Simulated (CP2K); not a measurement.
Two runs for the C K edge of acetyl chloride. Run A: CP2K XAS_TDP, all-electron GAPW, PBEh(45%), aug-pc-1, TDA, no relativity. Run B differs in one setting.

First lines with a strength over 0.0015. A:

```csv
atom,energy (eV),states,"strength, one atom"
C1 (bonded to C and 3 H),284.24,1,0.0194
,284.29,1,0.0040
,285.19,1,0.0292
,285.20,1,0.0278
,286.49,1,0.0050
"C2 (bonded to C, Cl and O)",282.80,1,0.0781
,285.62,1,0.0593
,289.55,1,0.0045
,289.66,1,0.0015
,290.40,1,0.0029
```

B:

```
                      atom  energy (eV)  states  strength, one atom
  C1 (bonded to C and 3 H)       290.43       1              0.0190
                                 290.48       1              0.0039
                                 291.38       1              0.0286
                                 291.39       1              0.0272
                                 292.68       1              0.0049
C2 (bonded to C, Cl and O)       288.99       1              0.0764
                                 291.81       1              0.0580
                                 295.75       1              0.0044
                                 296.59       1              0.0029
                                 296.67       1              0.0043
```

Question: Which was it: GW2X switched on, scalar relativity switched on, the functional, the basis?

GW2X switched on. GW2X shifts an atom's lines together and keeps their spacings. Against PBEh(45%) in aug-pc-1, the leading lines move by +6.19 eV (C1, to 290.43) and +6.19 eV (C2, to 288.99).

[Banner, clock and machine lines of the logs are left out without a mark of their own.]

[Logs are printed without paths, hosts, clocks, repeated set-up lines and the standing remarks that a program may print on its own settings, such as how far it seeks lower states.]

[Hosts, paths, dates, database ids (printed as entryN), source tags and the programs' standing remarks are cut or masked in the printed files.]
